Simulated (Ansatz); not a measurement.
# LiPtF3 (built on the sites of a database entry of KPdF3): following an unstable mode

Which phase does LiPtF3 (built on the sites of a database entry of KPdF3) fall into along its unstable mode, and how much energy does it gain?

Main program and level: Ansatz 0.2.0; DFT LDA, scalar-relativistic, plane waves, PAW.

Report form: the programs' logs are mostly left out.

The structure was built from a prototype and need not be the compound's stable phase.

### 1. Set-up

The structure is cubic, space group Pm-3m (No. 221). Conventional cell: a = 4.209 Å, b = 4.209 Å, c = 4.209 Å, α = 90.00°, β = 90.00°, γ = 90.00°. Nearest to Li lie 12 F at 2.98 Å. Pt has 6 F at 2.10 Å nearest. Nearest to F lie 2 Pt at 2.10 Å. Farther neighbours and most contacts between anions are not listed.

### 2. Phonons on a q mesh

The cell comes from relaxations at this level that are not shown. Stability and thermal properties need the whole zone. Linear response on a 4×4×4 q mesh gives force constants as far as a supercell of that size would.

input.yaml

```yaml
crystal:
  lattice:
    - [4.2088759491, 0.0, 0.0]
    - [0.0, 4.2088759491, 0.0]
    - [0.0, 0.0, 4.2088759491]
  atoms:
    - { symbol: Li, position: [0.5, 0.5, 0.5] }
    - { symbol: Pt, position: [0.0, 0.0, 0.0] }
    - { symbol: F, position: [0.0, 0.5, 0.0] }
    - { symbol: F, position: [0.0, 0.0, 0.5] }
    - { symbol: F, position: [0.5, 0.0, 0.0] }
kpoints:
  mp_grid: { grid: [8, 8, 8] }
hamiltonian:
  xc: lda
scf:
  occupations: { method: methfessel_paxton, width: 0.2 }
output:
  eigenvalues: true
phonons:
  method: dfpt
  qmesh: [4, 4, 4]
  temperatures: { t_max: 1000, t_step: 50 }
  qpath:
    path:
      - [[0.0, 0.0, 0.0], [0.0, 0.5, 0.0], [0.5, 0.5, 0.0], [0.0, 0.0, 0.0], [0.5, 0.5, 0.5], [0.0, 0.5, 0.0]]
      - [[0.5, 0.5, 0.5], [0.5, 0.5, 0.0]]
    npoints: 10
```

Command:

```console
$ ansatz run input.yaml --threads 8 --pin off --max-ram 14336MiB --backend cpu --events-out ev --progress --plain --runs-dir out
```

Elapsed: 11 min, on 8 threads of Arm Neoverse N1, shared host; peak memory 2.3 GiB; 86 min of CPU time.

Numbers from this step:

```
volume per atom                                         : 14.91 Å³
gap on the k-mesh                                       : 0 eV
sum-rule residual before enforcement                    : 1.81e-5 eV/Å²
lowest frequency on the path                            : -225.4 cm⁻¹
point group                                             : m-3m
highest frequency on the path or at a solved wavevector : 509.9 cm⁻¹
highest optical mode at the zone centre (no LO-TO term) : 509.9 cm⁻¹
lowest optical zone-centre mode                         : -219.8 cm⁻¹
lowest mode on the q mesh (acoustic modes at Γ apart)   : -225.4 cm⁻¹
```

Frequencies (cm⁻¹) solved at each irreducible wavevector; negative means imaginary. Frequencies by wavevector, by row:

```
q in reciprocal lattice units  star  mode 1  mode 2  mode 3  mode 4  mode 13  mode 14  mode 15
                        0 0 0     1  -219.8  -219.8  -219.8       0    509.9    509.9    509.9
                     0 0 0.25     6  -215.8  -215.8  -161.2     -33    395.3    509.7    509.7
                     0 0 -0.5     3  -213.1  -213.1   -77.4   -77.4    232.4    509.3    509.3
                  0 0.25 0.25    12  -210.7  -204.3  -159.5   -61.1    350.6    424.3    509.5
                  0 0.25 -0.5    12    -206  -199.7  -153.9  -103.6    211.4    401.1    509.1
                  0 -0.5 -0.5     3  -196.7  -186.7  -186.7  -134.2    212.4    282.6    508.8
               0.25 0.25 0.25     8  -210.8  -210.8    -160   -72.8    350.5    350.5    447.1
               0.25 0.25 -0.5    12  -217.8  -194.7  -187.2  -117.2    202.8    343.8    437.4
               0.25 -0.5 -0.5     6  -214.3  -208.8  -208.8  -134.4    199.6    234.8      418
               -0.5 -0.5 -0.5     1  -225.4  -225.4  -225.4  -134.7    179.4    179.4    365.7
```

Interpolated from a 4×4×4 q mesh. Phonon branches along the path, in cm⁻¹:

```
    point  branch 1  branch 2  branch 3  branch 4  branch 12  branch 13  branch 14  branch 15
        Γ      -220      -220      -220         0        139        510        510        510
  halfway      -216      -216      -161       -33        158        395        510        510
        X      -213      -213       -77       -77        202        232        509        509
  halfway      -206      -200      -154      -104        206        211        401        509
        M      -197      -187      -187      -134        212        212        283        509
  halfway      -211      -204      -160       -61        164        351        424        510
        Γ      -220      -220      -220         0        139        510        510        510
  halfway      -211      -211      -160       -73        166        350        350        447
        R      -225      -225      -225      -135        179        179        179        366
  halfway      -218      -195      -187      -117        201        203        344        438
        X      -213      -213       -77       -77        202        232        509        509
jump to R      -225      -225      -225      -135        179        179        179        366
  halfway      -214      -209      -209      -134        200        200        235        418
        M      -197      -187      -187      -134        212        212        283        509
```

Symmetry leaves 10 wavevectors to solve. The lowest mode among them, the acoustic zeros apart, lies at q = (-0.5, -0.5, -0.5) and is imaginary, 225.4i cm⁻¹, so the energy falls along it.

### 3. The mode frozen in, largest atomic shift 0 Å

The mode followed lies at Γ with frequency 219.9i cm⁻¹ and is 3-fold degenerate, one of the unstable modes though not the softest. At small amplitude the distorted cell has space group no. 160 by a symmetry search on the positions. The undistorted cell that holds it gives the zero of energy on the same k mesh.

input.yaml, the sections that differ from step 2:

```yaml
output:
  forces: true
  stress: true
  eigenvalues: true
# crystal, kpoints, hamiltonian, scf: as in step 2
# phonons: removed
```

Run time: 1.2 s. Hardware: 8 threads; peak memory 0.42 GiB; 6.8 s of CPU time.

Numbers from this step:

```
pressure                         : -0.003253 GPa
energy from the undistorted cell : 0 meV/atom
```

The run ends at a pressure of 0.00 GPa.

### 4. The mode frozen in, largest atomic shift 0.6 Å

The atoms are moved along the unstable eigenvector, the largest shift by 0.6 Å, with the cell fixed.

input.yaml, the sections that differ from step 3:

```yaml
crystal:
  lattice:
    - [4.2088759491, 0.0, 0.0]
    - [0.0, 4.2088759491, 0.0]
    - [0.0, 0.0, 4.2088759491]
  atoms:
    - { symbol: Li, position: [0.4176953263, 0.5823046737, 0.5823046737] }
    - { symbol: Pt, position: [7.22201e-05, -7.22201e-05, -7.22201e-05] }
    - { symbol: F, position: [0.014614832, 0.4999058604, -0.014614832] }
    - { symbol: F, position: [0.014614832, -0.014614832, 0.4999058604] }
    - { symbol: F, position: [0.5000941396, -0.014614832, -0.014614832] }
# kpoints, hamiltonian, scf, output: as in step 3
```

Elapsed: 2.6 s, on 8 threads; peak memory 0.51 GiB.

Numbers from this step:

```yaml
pressure: 0.2532 GPa
energy_from_the_undistorted_cell: -50.26 meV/atom
```

The energy, extrapolated to zero smearing, is -50.26 meV/atom against the undistorted cell.

The run ends at a pressure of 0.25 GPa, with forces up to 0.67 eV/Å.

### 5. Energy along the mode, all amplitudes (two of the runs are shown above)

An imaginary frequency means negative curvature, so the energy should fall and then rise again as anharmonic terms take over.

Numbers from this step:

```yaml
depth_at_the_lowest_point_sampled: 50.26 meV/atom
largest_atomic_shift_at_that_point: 0.6 Å
```

Energy from the parent against largest atomic shift:

```
largest atomic shift (Å)  energy from the parent (meV/atom)
                   0.000                                  0
                   0.040                             -0.232
                   0.080                             -0.926
                   0.140                              -2.83
                   0.220                              -6.99
                   0.320                              -14.7
                   0.450                              -28.8
                   0.600                              -50.3
```

Displacement at unit largest shift by atom:

```
atom   x (Å)   y (Å)   z (Å)   size
 Li1  -0.577   0.577   0.577  0.999
 Pt2   0.001  -0.001  -0.001  0.002
  F3   0.103  -0.001  -0.103  0.146
  F4   0.103  -0.103  -0.001  0.146
  F5   0.001  -0.103  -0.103  0.146
```

The lowest of the steps tried is the last one, at 0.6 Å, 50.3 meV/atom below the parent; the bottom of the well need not coincide with a step.

### 6. Relaxing from the distorted cell

Starting from the lowest point found, all atoms and the cell are let go, so that strain and other modes of the same symmetry can join in.

Edit input.yaml of step 4 so:

```diff
@@ -21 +21,6 @@
   eigenvalues: true
+relax:
+  adjacent_minimum: "off"
+  f_tol: 0.002
+  max_steps: 120
+  cell: { stress_tol: 0.03 }
```

It took 78 s on 8 threads; peak memory 0.59 GiB.

Relaxation path (22 of 26):

```
step  energy less that of the first step (eV)  largest force component (eV/Å)  pressure (GPa)  volume (Å³)
   1                                   0.0000                          0.3866            0.25        74.56
   2                                  -0.1748                          0.4263           -0.55        75.45
   3                                  -0.3129                          0.3909           -1.09        76.15
   5                                  -0.4849                          0.1824           -1.04        77.41
   6                                  -0.5060                          0.0390           -0.55        76.41
   7                                  -0.5086                          0.0457           -0.50        76.18
   8                                  -0.5119                          0.0023            0.22        75.68
   9                                  -0.5116                          0.0077            0.01        75.79
 11*                                  -0.5492                          0.0024            0.68        75.82
  12                                  -0.5732                          0.0757            0.37        75.41
  13                                  -0.5754                          0.1194           -0.08        75.33
  14                                  -0.5767                          0.0018           -0.02        75.31
 15*                                  -0.5827                          0.0024            0.08        75.31
  16                                  -0.5885                          0.0283           -0.06        74.84
  18                                  -0.5885                          0.0027           -0.02        74.86
  19                                  -0.5886                          0.0001            0.00        74.85
 20*                                  -0.5873                          0.0005           -0.03        74.85
  21                                  -0.5886                          0.0007            0.00        74.67
 22*                                  -0.5878                          0.0008           -0.02        74.67
  24                                  -0.5881                          0.0003            0.00        74.61
  25                                  -0.5883                          0.0001            0.00        74.58
 26*                                  -0.5878                          0.0002           -0.01        74.58
```

Relaxation steps marked * repeat the geometry before them on a plane-wave basis chosen anew for their cell, so energy and pressure can jump there. Other such steps can lie between the rows shown. Relaxation step 23 was tried and not accepted.

Forces are held to the 6 operations that the run works with; a distortion that breaks them can't arise in this run.

```
     cell as run  before  after   change
           a (Å)   4.209  4.264   +1.3 %
           b (Å)   4.209  4.264   +1.3 %
           c (Å)   4.209  4.264   +1.3 %
           α (°)   90.00  80.41  -10.7 %
           β (°)   90.00  99.59  +10.7 %
           γ (°)   90.00  99.59  +10.7 %
volume (Å³/atom)   14.91  14.92   +0.0 %
```

The atoms that moved most (Å, as changes of fractional coordinates times the final cell):

```
atom      dx      dy      dz  length
 Li1  -0.446   0.446   0.446   0.772
  F5   0.096  -0.122  -0.122   0.197
  F3   0.122  -0.096  -0.122   0.197
  F4   0.122  -0.122  -0.096   0.197
 Pt2   0.106  -0.106  -0.106   0.184
```

Final coordinates:

```xyz
5
Lattice="4.2358 -0.3435 -0.3435 -0.3435 4.2358 0.3435 -0.3435 0.3435 4.2358" Properties=species:S:1:pos:R:3 pbc="T T T"
Li    0.9234    2.9689    2.9689
Pt    0.1067   -0.1067   -0.1067
F     0.0172    2.0119   -0.0172
F     0.0172   -0.0172    2.0119
F     2.2239   -0.3606   -0.3606
```

This step gave:

- pressure: -0.005386 GPa
- volume per atom: 14.92 Å³

The distorted start has space group R3m; the relaxation ends in R3m.

### 7. The new phase in its own primitive cell

The relaxed structure is symmetrised, reduced to its primitive cell and relaxed tightly, as its phonons need.

input.yaml

```yaml
crystal:
  lattice:
    - [2.7522868249, 1.5890335392, 2.8421113288]
    - [-2.7522868249, 1.5890335392, 2.8421113288]
    - [0.0, -3.1780670785, 2.8421113288]
  atoms:
    - { symbol: Li, position: [0.3271211802, 0.3271211802, 0.3271211802] }
    - { symbol: Pt, position: [0.0216813806, 0.0216813806, 0.0216813806] }
    - { symbol: F, position: [0.5185676764, 0.0398605564, 0.0398605564] }
    - { symbol: F, position: [0.0398605564, 0.5185676764, 0.0398605564] }
    - { symbol: F, position: [0.0398605564, 0.0398605564, 0.5185676764] }
kpoints:
  mp_grid: { grid: [9, 9, 9] }
hamiltonian:
  xc: lda
scf:
  occupations: { method: methfessel_paxton, width: 0.2 }
output:
  forces: true
  stress: true
  eigenvalues: true
relax:
  adjacent_minimum: "off"
  f_tol: 0.001
  max_steps: 60
  cell: { stress_tol: 0.01 }
```

Elapsed: 30 s, on 8 threads; peak memory 0.59 GiB.

Step by step:

```
step  energy less that of the first step (eV)  largest force component (eV/Å)  pressure (GPa)  volume (Å³)
   1                                   0.0000                          0.0071            0.06        74.58
   2                                   0.0001                          0.0027           -0.01        74.62
   3                                   0.0001                          0.0020           -0.02        74.60
   4                                   0.0000                          0.0005            0.00        74.58
  5*                                   0.0000                          0.0005            0.00        74.58
   6                                   0.0001                          0.0079            0.01        74.60
   7                                   0.0001                          0.0007            0.00        74.60
  8*                                   0.0000                          0.0007            0.00        74.60
```

Relaxation steps marked * repeat the geometry before them on a plane-wave basis chosen anew for their cell, so energy and pressure can jump there.

Forces are held to the 6 operations that the run works with; a distortion that breaks them can't arise in this run.

```
conventional cell, symmetrised  before  after  change
                         a (Å)   5.505  5.502  -0.0 %
                         b (Å)   5.505  5.502  -0.0 %
                         c (Å)   8.526  8.536  +0.1 %
              volume (Å³/atom)   14.92  14.92  +0.0 %
```

Final coordinates:

```xyz
5
Lattice="2.7511 1.5883 2.8455 -2.7511 1.5883 2.8455 0.0000 -3.1767 2.8455" Properties=species:S:1:pos:R:3 pbc="T T T"
Li    0.0000    0.0000    2.7913
Pt    0.0000    0.0000    0.1852
F     1.3168    0.7602    1.7028
F    -1.3168    0.7602    1.7028
F     0.0000   -1.5205    1.7028
```

Numbers from this step:

```
pressure : -9.67e-4 GPa
```

The largest force component left is 0.70 meV/Å and the pressure is -0.001 GPa, within the tolerances set. The cell now holds 14.92 Å³/atom.

### 8. Modes of the new phase, k-mesh 9×9×9

A relaxed structure may still be a saddle point, so its zone-centre modes are computed. No field response is asked, since the mesh shows no gap.

input.yaml

```yaml
crystal:
  lattice:
    - [2.7510795815, 1.5883365369, 2.8454940306]
    - [-2.7510795815, 1.5883365369, 2.8454940306]
    - [0.0, -3.1766730739, 2.8454940305]
  atoms:
    - { symbol: Li, position: [0.326985204, 0.326985204, 0.326985204] }
    - { symbol: Pt, position: [0.0217006321, 0.0217006321, 0.0217006321] }
    - { symbol: F, position: [0.5185576412, 0.0399239363, 0.0399239363] }
    - { symbol: F, position: [0.0399239363, 0.5185576412, 0.0399239363] }
    - { symbol: F, position: [0.0399239363, 0.0399239363, 0.5185576412] }
kpoints:
  mp_grid: { grid: [9, 9, 9] }
hamiltonian:
  xc: lda
scf:
  occupations: { method: methfessel_paxton, width: 0.2 }
output:
  eigenvalues: true
phonons:
  method: dfpt
```

It took 2 min on 8 threads; peak memory 2 GiB.

This step gave:

* sum-rule residual before enforcement: 3.92e-5 eV/Å²
* point group: 3m
* highest optical mode at the zone centre (no LO-TO term): 491.8 cm⁻¹
* lowest optical zone-centre mode: 106.4 cm⁻¹

Patterns of degenerate modes are one choice out of their space. Modes at Γ, with each element's share of the kinetic energy:

```
mode  frequency (cm⁻¹)  symmetry  Li %  Pt %  F %
   1               0.0  acoustic     3    75   22
   2               0.0  acoustic     3    75   22
   3               0.0  acoustic     3    75   22
   4             106.4        A2     0     0  100
   5             130.9         E    20    13   67
   6             130.9         E    20    13   67
   7             199.7         E     8     4   89
   8             199.7         E     8     4   89
   9             253.0        A1    17    15   68
  10             356.5         E    67     1   32
  11             356.5         E    67     1   32
  12             408.1        A1    71     2   28
  13             453.4         E     3     7   91
  14             453.4         E     3     7   91
  15             491.8        A1     9     8   83
```

Displacements in mode 4 (106.4 cm⁻¹), the largest set to 1:
```
Li1  0.00  0.00  0.00
Pt2  0.00  0.00  0.00
F3  -0.50  0.87  0.00
F4  -0.50 -0.87  0.00
F5   1.00  0.00  0.00
```

Displacements in mode 15 (491.8 cm⁻¹), the largest set to 1:
```
Li1  0.00  0.00 -1.00
Pt2  0.00  0.00  0.17
F3  -0.81 -0.47 -0.47
F4   0.81 -0.47 -0.47
F5   0.00  0.93 -0.47
```

Before it was imposed, the acoustic sum rule was missed by 3.9e-5 eV/Å². Small misses are needed for a sound result but don't prove that mesh and cutoff are converged. The lowest optical mode is real, 106 cm⁻¹.

### 9. What came out

* unstable mode of the parent: q = (0, 0, 0), 220i cm⁻¹
* depth at the lowest point sampled: 50.3 meV/atom
* largest atomic shift at that point: 0.6 Å
* space group reached (within 0.01 Å): R3m
* energy gained over the parent (first relaxation, on the mesh of the frozen mode): 168 meV/atom
* volume per atom, phase reached: 14.9 Å³
* lowest optical zone-centre mode, phase reached: 106 cm⁻¹
* highest optical mode at the zone centre (no LO-TO term), phase reached: 492 cm⁻¹

What this shows: Along this mode the structure falls into R3m, 168 meV/atom below the parent. At the parent's cell the well is 50.26 meV/atom deep on the steps tried, with its lowest point at a shift of 0.6 Å. That is the last step tried, so the steps alone don't bracket the bottom of the well. Relaxing atoms and cell changes the gain by +117.55 meV/atom against the lowest step (energies at zero smearing). Most of the total comes from this relaxation. The new phase has no imaginary mode at the zone centre of its cell; other wavevectors were not checked. Of the 6 patterns followed to their end from this parent, this one ends 44.7 meV/atom above the lowest, Imma. Another end point lies within 1 meV/atom; how such a difference moves with mesh and cutoff was not tested. Each path keeps the symmetry of its pattern, so a lower phase may lie along a pattern not tried. With no gap, or one that is small against the smearing, the frequencies hang on the k mesh and the smearing, most of all near Kohn anomalies. Spin-orbit coupling is left out, which can matter for the heavy elements here. The starting cell was built on a prototype and not taken from a measurement, so the phase need not exist.

[Logs are printed without paths, hosts, clocks, repeated set-up lines and the standing remarks that a program may print on its own settings, such as how far it seeks lower states.]

[Hosts, paths, dates, database ids (printed as entryN), source tags and the programs' standing remarks are cut or masked in the printed files.]
